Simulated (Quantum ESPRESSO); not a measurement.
## Moments of Fe7Ni from a parallel start

Aim: the moments that Fe7Ni holds when they start parallel.

Method: PBE; plane waves with GBRV 1.5 PBE potentials, no spin-orbit coupling, in Quantum ESPRESSO 7.5.

## 1. The structure

It takes space group P4/mmm (No. 123, tetragonal). Conventional cell: a = 3.591 Å, b = 3.591 Å, c = 7.181 Å, α = 90.00°, β = 90.00°, γ = 90.00°. Nearest to Ni lie 12 Fe at 2.54 Å. Fe has 8 Fe at 2.54 Å and 4 Ni at 2.54 Å nearest. Nearest to Fe lie 10 Fe at 2.54 Å and 2 Ni at 2.54 Å. Nearest to Fe lie 12 Fe at 2.54 Å. Nearest to Fe lie 12 Fe at 2.54 Å. Farther neighbours are not listed.

The cell was typed by rule, not taken from a database of measured structures.

## 2. Start 1: ferro ++++++++

The signs are those of the starting moments on the seeded atoms, the atoms that are given a moment.

pw.in reads:

```
&CONTROL
  calculation = 'scf'
  prefix = 'pwscf'
  outdir = './tmp'
  pseudo_dir = './pseudo'
  disk_io = 'nowf'
/
&SYSTEM
  ibrav = 0
  celldm(1) = 8
  nat = 8
  ntyp = 2
  ecutwfc = 40
  ecutrho = 280
  nbnd = 89
  occupations = 'smearing'
  smearing = 'fd'
  degauss = 0.00367493
  nspin = 2
  starting_magnetization(1) = 0.0389
  starting_magnetization(2) = 0.1562
/
&ELECTRONS
  conv_thr = 1.6d-08
  electron_maxstep = 150
  mixing_beta = 0.3
/
ATOMIC_SPECIES
Ni     58.6934 ni_pbe_v1.4.uspp.F.UPF
Fe     55.8450 fe_pbe_v1.5.uspp.F.UPF
CELL_PARAMETERS alat
   0.8481327063086    0.0000000000000    0.0000000000000
   0.0000000000000    0.8481327063086    0.0000000000000
   0.0000000000000    0.0000000000000    1.6962654126172
ATOMIC_POSITIONS crystal
Ni      0.0000000000    0.0000000000    0.0000000000
Fe      0.5000000000    0.5000000000    0.0000000000
Fe      0.5000000000    0.0000000000    0.2500000000
Fe      0.0000000000    0.5000000000    0.2500000000
Fe      0.0000000000    0.0000000000    0.5000000000
Fe      0.5000000000    0.5000000000    0.5000000000
Fe      0.5000000000    0.0000000000    0.7500000000
Fe      0.0000000000    0.5000000000    0.7500000000
K_POINTS automatic
9 9 5 0 0 0
```

On the command line:

```console
$ OMP_NUM_THREADS=1 mpirun -n 4 pw.x -nk 4 -in pw.in > pw.out
```

Output:

```text
Program PWSCF v.7.5 starts

     Message from routine setup:
     using ibrav=0 with symmetry is DISCOURAGED, use correct ibrav instead

     K-points division:     npool     =       4
     Subspace diagonalization in iterative solution of the eigenvalue problem:

     G-vector sticks info
     --------------------
     sticks:   dense  smooth     PW     G-vecs:    dense   smooth      PW
     Sum        1033     593    177                49609    21455    3541

     Using Slab Decomposition

     bravais-lattice index     =            0
     lattice parameter (alat)  =       8.0000  a.u.
     unit-cell volume          =     624.7286 (a.u.)^3
     number of atoms/cell      =            8
     number of atomic types    =            2
     number of electrons       =       130.00
     number of Kohn-Sham states=           89
     kinetic-energy cutoff     =      40.0000  Ry
     charge density cutoff     =     280.0000  Ry
     scf convergence threshold =      1.6E-08
     mixing beta               =       0.3000
     number of iterations used =            8  plain     mixing
     Exchange-correlation=  SLA  PW   PBX  PBC
                           (   1   4   3   4   0   0   0)

     celldm(1)=   8.000000  celldm(2)=   0.000000  celldm(3)=   0.000000
     celldm(4)=   0.000000  celldm(5)=   0.000000  celldm(6)=   0.000000

     crystal axes: (cart. coord. in units of alat)
               a(1) = (   0.848133   0.000000   0.000000 )
               a(2) = (   0.000000   0.848133   0.000000 )
               a(3) = (   0.000000   0.000000   1.696265 )

     reciprocal axes: (cart. coord. in units 2 pi/alat)
               b(1) = (  1.179061  0.000000  0.000000 )
               b(2) = (  0.000000  1.179061  0.000000 )
               b(3) = (  0.000000  0.000000  0.589530 )

     PseudoPot. # 1 for Ni read from file:
     ni_pbe_v1.4.uspp.F.UPF
     Pseudo is Ultrasoft + core correction, Zval = 18.0
     Generated by new atomic code, or converted to UPF format
     Using radial grid of  865 points,  6 beta functions with:
                l(1) =   0
                l(2) =   0
                l(3) =   1
                l(4) =   1
                l(5) =   2
                l(6) =   2
     Q(r) pseudized with 10 coefficients,  rinner =    0.980   0.980   0.980
                                                       0.980   0.980

     PseudoPot. # 2 for Fe read from file:
     fe_pbe_v1.5.uspp.F.UPF
     Pseudo is Ultrasoft + core correction, Zval = 16.0
     Generated by new atomic code, or converted to UPF format
     Using radial grid of  861 points,  6 beta functions with:
                l(1) =   0
                l(2) =   0
                l(3) =   1
                l(4) =   1
                l(5) =   2
                l(6) =   2
     Q(r) pseudized with  8 coefficients,  rinner =    1.000   1.000   1.000
                                                       1.000   1.000

     atomic species   valence    mass     pseudopotential
     Ni               18.00    58.69340     Ni( 1.00)
     Fe               16.00    55.84500     Fe( 1.00)

     Starting magnetic structure
     atomic species   magnetization
     Ni              0.039
     Fe              0.156

     16 Sym. Ops., with inversion, found

   Cartesian axes

     site n.     atom                  positions (alat units)
         1        Ni     tau(   1) = (   0.0000000   0.0000000   0.0000000  )
         2        Fe     tau(   2) = (   0.4240664   0.4240664   0.0000000  )
         3        Fe     tau(   3) = (   0.4240664   0.0000000   0.4240664  )
         4        Fe     tau(   4) = (   0.0000000   0.4240664   0.4240664  )
         5        Fe     tau(   5) = (   0.0000000   0.0000000   0.8481327  )
         6        Fe     tau(   6) = (   0.4240664   0.4240664   0.8481327  )
         7        Fe     tau(   7) = (   0.4240664   0.0000000   1.2721991  )
         8        Fe     tau(   8) = (   0.0000000   0.4240664   1.2721991  )

     number of k points=    45  Fermi-Dirac smearing, width (Ry)=  0.0037
                       cart. coord. in units 2pi/alat
        k(    1) = (   0.0000000   0.0000000   0.0000000), wk =   0.0024691
        k(    2) = (   0.0000000   0.0000000   0.1179061), wk =   0.0049383
        k(    3) = (   0.0000000   0.0000000   0.2358122), wk =   0.0049383
        k(    4) = (   0.0000000   0.1310068   0.0000000), wk =   0.0098765
        k(    5) = (   0.0000000   0.1310068   0.1179061), wk =   0.0197531
        [... 40 further k-points ...]

     Dense  grid:    49609 G-vectors     FFT dimensions: (  40,  40,  75)

     Smooth grid:    21455 G-vectors     FFT dimensions: (  27,  27,  60)

     Check: negative core charge=   -0.000060
     Generating pointlists ...
     new r_m :   0.2474 (alat units)  1.9791 (a.u.) for type    1
     new r_m :   0.2474 (alat units)  1.9791 (a.u.) for type    2

     Initial potential from superposition of free atoms

     starting charge     121.0000, renormalised to     130.0000
     Starting wfcs are  104 randomized atomic wfcs

     Self-consistent Calculation

     iteration #  1     ecut=    40.00 Ry     beta= 0.30
     Davidson diagonalization with overlap
     ethr =  1.00E-02,  avg # of iterations =  2.5

     total energy              =   -2076.48344391 Ry
     estimated scf accuracy    <      63.46010345 Ry

     total magnetization       =     6.41 Bohr mag/cell
     absolute magnetization    =     6.86 Bohr mag/cell

     iteration #  2     ecut=    40.00 Ry     beta= 0.30
     Davidson diagonalization with overlap
     ethr =  1.00E-02,  avg # of iterations =  3.4

     total energy              =   -2087.39793247 Ry
     estimated scf accuracy    <     111.11449872 Ry

     total magnetization       =     8.02 Bohr mag/cell
     absolute magnetization    =     8.26 Bohr mag/cell

     iteration #  3     ecut=    40.00 Ry     beta= 0.30
     Davidson diagonalization with overlap
     ethr =  1.00E-02,  avg # of iterations =  3.2

     total energy              =   -2088.77358901 Ry
     estimated scf accuracy    <     123.35103403 Ry

     total magnetization       =     3.90 Bohr mag/cell
     absolute magnetization    =     4.30 Bohr mag/cell

     [... further iterations left out ...]

     iteration # 53     ecut=    40.00 Ry     beta= 0.30
     Davidson diagonalization with overlap
     ethr =  1.16E-09,  avg # of iterations =  1.3

     total energy              =   -2095.62691298 Ry
     estimated scf accuracy    <       0.00000006 Ry

     total magnetization       =    15.00 Bohr mag/cell
     absolute magnetization    =    16.14 Bohr mag/cell

     iteration # 54     ecut=    40.00 Ry     beta= 0.30
     Davidson diagonalization with overlap
     ethr =  4.44E-11,  avg # of iterations =  2.0

     total energy              =   -2095.62691297 Ry
     estimated scf accuracy    <       0.00000004 Ry

     total magnetization       =    15.00 Bohr mag/cell
     absolute magnetization    =    16.14 Bohr mag/cell

     iteration # 55     ecut=    40.00 Ry     beta= 0.30
     Davidson diagonalization with overlap
     ethr =  3.15E-11,  avg # of iterations =  2.0

     total energy              =   -2095.62691300 Ry
     estimated scf accuracy    <       0.00000033 Ry

     total magnetization       =    15.01 Bohr mag/cell
     absolute magnetization    =    16.14 Bohr mag/cell

     iteration # 56     ecut=    40.00 Ry     beta= 0.30
     Davidson diagonalization with overlap
     ethr =  3.15E-11,  avg # of iterations =  1.1

     Magnetic moment per site  (integrated on atomic sphere of radius R)
     atom   1 (R=0.247)  charge= 16.8421  magn=  0.7240
     atom   2 (R=0.247)  charge= 14.5384  magn=  2.5623
     atom   3 (R=0.247)  charge= 14.5531  magn=  2.3724
     atom   4 (R=0.247)  charge= 14.5531  magn=  2.3724
     atom   5 (R=0.247)  charge= 14.6034  magn=  0.2636
     atom   6 (R=0.247)  charge= 14.5642  magn=  2.2930
     atom   7 (R=0.247)  charge= 14.5531  magn=  2.3724
     atom   8 (R=0.247)  charge= 14.5531  magn=  2.3724

     End of self-consistent calculation

     [... lines left out ...]
     the Fermi energy is    17.7400 ev

!    total energy              =   -2095.62691301 Ry
     estimated scf accuracy    <       0.00000001 Ry
     smearing contrib. (-TS)   =      -0.00754969 Ry
     internal energy E=F+TS    =   -2095.61936332 Ry

     The total energy is F=E-TS. E is the sum of the following terms:
     one-electron contribution =   -1008.18743822 Ry
     hartree contribution      =     580.69786633 Ry
     xc contribution           =    -239.92580935 Ry
     ewald contribution        =   -1428.20398207 Ry

     total magnetization       =    15.01 Bohr mag/cell
     absolute magnetization    =    16.14 Bohr mag/cell

     convergence has been achieved in  56 iterations

=------------------------------------------------------------------------------=
   JOB DONE.
=------------------------------------------------------------------------------=
```

Run time: 3.7 min. Hardware: 4 MPI ranks of AMD EPYC 9B45 (Zen 5), shared host; peak memory 0.83 GiB.

Spin moment in the atom's sphere by atom:

| atom | spin moment in the atom's sphere (μB) |
| --- | --- |
| Ni1 | 0.72 |
| Fe2 | 2.56 |
| Fe3 | 2.37 |
| Fe4 | 2.37 |
| Fe5 | 0.26 |
| Fe6 | 2.29 |
| Fe7 | 2.37 |
| Fe8 | 2.37 |

This step gave:

| Quantity | Value |
| --- | --- |
| smearing term TS | 0.1027 eV |
| magnetization | 15.01 μB |
| absolute magnetization | 16.14 μB |
| final state | ferromagnetic |

Spin density in the ac plane at fractional y = 0.000, with atoms of Ni and Fe within 0.2 Å of it.

Ten even steps from '_' (0.0 e/Å³) to '@' (5.0 e/Å³), each cell a mean:
```
--::______________________::
____________________________
____________________________
______________..____________
__________..--++::__________
__________--##@@**::________
__________::**%%++..________
____________::--..__________
____________________________
____________________________
..__________________________
....____________________....
..__________________________
..__________________________
____________________________
____________________________
__________..--++::__________
__________--##@@**::________
__________::**%%++..________
____________::--..__________
____________________________
____________________________
..________________________..
==::____________________..--
```
Columns run along a (3.6 Å), rows up along c (7.2 Å). Atoms in or near the plane, at fractional coordinates: Ni at (0.00, 0.00), Fe at (0.50, 0.25), Fe at (0.00, 0.50), Fe at (0.50, 0.75).

Valence density in the ac plane at fractional y = 0.000, with atoms of Ni and Fe within 0.2 Å of it. It is the smooth field of the valence electrons, not physical close to the nuclei.

Ten even steps from '_' (0 e/Å³) to '@' (38 e/Å³), each cell a mean:
```
@@++..__________________::##
::..______________________..
____________________________
____________________________
____________::--::__________
__________::++++++..________
__________::++++==..________
____________..::..__________
____________________________
____________________________
--::______________________::
++++..__________________::++
++==..__________________::++
::..______________________..
____________________________
____________________________
____________::--::__________
__________::++++++..________
__________::++++==..________
____________..::..__________
____________________________
____________________________
==::______________________--
@@**..__________________::%%
```
Columns run along a (3.6 Å), rows up along c (7.2 Å). Atoms in or near the plane, at fractional coordinates: Ni at (0.00, 0.00), Fe at (0.50, 0.25), Fe at (0.00, 0.50), Fe at (0.50, 0.75).

## 3. Run 2, typed as no spin polarisation

Edit pw.in of step 2 so:

```diff
@@ -14,3 +14,3 @@
   ecutrho = 280
-  nbnd = 89
+  nbnd = 80
   occupations = 'smearing'
@@ -18,5 +18,2 @@
   degauss = 0.00367493
-  nspin = 2
-  starting_magnetization(1) = 0.0389
-  starting_magnetization(2) = 0.1562
 /
```

Output:

```text
[banner, memory and clock lines left out]
Program PWSCF v.7.5 starts

     Message from routine setup:
     using ibrav=0 with symmetry is DISCOURAGED, use correct ibrav instead

     bravais-lattice index     =            0
     lattice parameter (alat)  =       8.0000  a.u.
     unit-cell volume          =     624.7286 (a.u.)^3
     number of atoms/cell      =            8
     number of atomic types    =            2
     number of electrons       =       130.00
     number of Kohn-Sham states=           80
     kinetic-energy cutoff     =      40.0000  Ry
     charge density cutoff     =     280.0000  Ry
     scf convergence threshold =      1.6E-08
     mixing beta               =       0.3000
     number of iterations used =            8  plain     mixing
     Exchange-correlation=  SLA  PW   PBX  PBC
                           (   1   4   3   4   0   0   0)

     celldm(1)=   8.000000  celldm(2)=   0.000000  celldm(3)=   0.000000
     celldm(4)=   0.000000  celldm(5)=   0.000000  celldm(6)=   0.000000

     crystal axes: (cart. coord. in units of alat)
               a(1) = (   0.848133   0.000000   0.000000 )
               a(2) = (   0.000000   0.848133   0.000000 )
               a(3) = (   0.000000   0.000000   1.696265 )

     reciprocal axes: (cart. coord. in units 2 pi/alat)
               b(1) = (  1.179061  0.000000  0.000000 )
               b(2) = (  0.000000  1.179061  0.000000 )
               b(3) = (  0.000000  0.000000  0.589530 )

     PseudoPot. # 1 for Ni read from file:
     ni_pbe_v1.4.uspp.F.UPF
     Pseudo is Ultrasoft + core correction, Zval = 18.0

     PseudoPot. # 2 for Fe read from file:
     fe_pbe_v1.5.uspp.F.UPF
     Pseudo is Ultrasoft + core correction, Zval = 16.0

     atomic species   valence    mass     pseudopotential
     Ni               18.00    58.69340     Ni( 1.00)
     Fe               16.00    55.84500     Fe( 1.00)

     16 Sym. Ops., with inversion, found

   Cartesian axes

     site n.     atom                  positions (alat units)
         1        Ni     tau(   1) = (   0.0000000   0.0000000   0.0000000  )
         2        Fe     tau(   2) = (   0.4240664   0.4240664   0.0000000  )
         3        Fe     tau(   3) = (   0.4240664   0.0000000   0.4240664  )
         4        Fe     tau(   4) = (   0.0000000   0.4240664   0.4240664  )
         5        Fe     tau(   5) = (   0.0000000   0.0000000   0.8481327  )
         6        Fe     tau(   6) = (   0.4240664   0.4240664   0.8481327  )
         7        Fe     tau(   7) = (   0.4240664   0.0000000   1.2721991  )
         8        Fe     tau(   8) = (   0.0000000   0.4240664   1.2721991  )

     number of k points=    45  Fermi-Dirac smearing, width (Ry)=  0.0037
                       cart. coord. in units 2pi/alat
        k(    1) = (   0.0000000   0.0000000   0.0000000), wk =   0.0049383
        k(    2) = (   0.0000000   0.0000000   0.1179061), wk =   0.0098765
        k(    3) = (   0.0000000   0.0000000   0.2358122), wk =   0.0098765
        k(    4) = (   0.0000000   0.1310068   0.0000000), wk =   0.0197531
        k(    5) = (   0.0000000   0.1310068   0.1179061), wk =   0.0395062
        [... 40 further k-points ...]

     Dense  grid:    49609 G-vectors     FFT dimensions: (  40,  40,  75)

     Smooth grid:    21455 G-vectors     FFT dimensions: (  27,  27,  60)

     Check: negative core charge=   -0.000060

     Initial potential from superposition of free atoms

     starting charge     121.0000, renormalised to     130.0000
     Starting wfcs are  104 randomized atomic wfcs

     Self-consistent Calculation

     iteration #  1     ecut=    40.00 Ry     beta= 0.30
     Davidson diagonalization with overlap
     ethr =  1.00E-02,  avg # of iterations =  2.5

     total energy              =   -2074.63280262 Ry
     estimated scf accuracy    <      67.19456918 Ry

     iteration #  2     ecut=    40.00 Ry     beta= 0.30
     Davidson diagonalization with overlap
     ethr =  1.00E-02,  avg # of iterations =  4.2

     total energy              =   -2087.70044530 Ry
     estimated scf accuracy    <     123.31306698 Ry

     [... further iterations left out ...]

     iteration # 25     ecut=    40.00 Ry     beta= 0.30
     Davidson diagonalization with overlap
     ethr =  2.58E-09,  avg # of iterations =  1.0

     total energy              =   -2095.52940436 Ry
     estimated scf accuracy    <       0.00000011 Ry

     iteration # 26     ecut=    40.00 Ry     beta= 0.30
     Davidson diagonalization with overlap
     ethr =  8.12E-11,  avg # of iterations =  1.1

     End of self-consistent calculation

     [... lines left out ...]
     the Fermi energy is    17.5950 ev

!    total energy              =   -2095.52940435 Ry
     estimated scf accuracy    <       0.00000001 Ry
     smearing contrib. (-TS)   =      -0.01020962 Ry
     internal energy E=F+TS    =   -2095.51919473 Ry

     The total energy is F=E-TS. E is the sum of the following terms:
     one-electron contribution =   -1007.00415923 Ry
     hartree contribution      =     578.53614657 Ry
     xc contribution           =    -238.84720000 Ry
     ewald contribution        =   -1428.20398207 Ry

     convergence has been achieved in  26 iterations
```

Wall time 50 s (4 MPI ranks); peak memory 0.62 GiB; 3.3 min of CPU time.

This step gave:

* smearing term TS: 0.1389 eV
* final state: non-magnetic (no spin polarisation)

## 4. Energies of the orders

An order is kept where moments of 0.15 μB or more survive with the typed signs; meshes match where a doubled cell samples the same k points as the first cell.

Orders:

| start | final state | typed order kept | energy over the lowest (meV a seeded atom) | largest site moment (μB) | net moment (μB a cell of the first run) | mesh matched | CPU time (s) |
| --- | --- | --- | --- | --- | --- | --- | --- |
| ferro ++++++++ | ferromagnetic | yes | 0 | 2.562 | 15.01 | yes | 896.5 |
| no spin polarisation | non-magnetic | - | 165.8 | 0 | 0 | yes | 199.2 |

## 5. Outcome

```
state found           : ferromagnetic (from ferro ++++++++)
largest site moment   : 2.56 μB
state without moments : 166 meV a seeded atom higher
```

**Reading.** No opposed start was run, so this says nothing of the order that the crystal takes. The cell was built by rule and the atoms were not relaxed, which can move these energies.

[Logs and program files are shortened in this print: banners, set-up blocks, solver, clock and traceback lines can be left out without a mark of their own.]

[Logs are printed without paths, hosts, clocks, repeated set-up lines and the standing remarks that a program may print on its own settings, such as how far it seeks lower states.]

[Hosts, paths, dates, database ids (printed as entryN), source tags and the programs' standing remarks are cut or masked in the printed files.]

[Where a cell is said to come from a database of computed structures, the database is the Materials Project.]
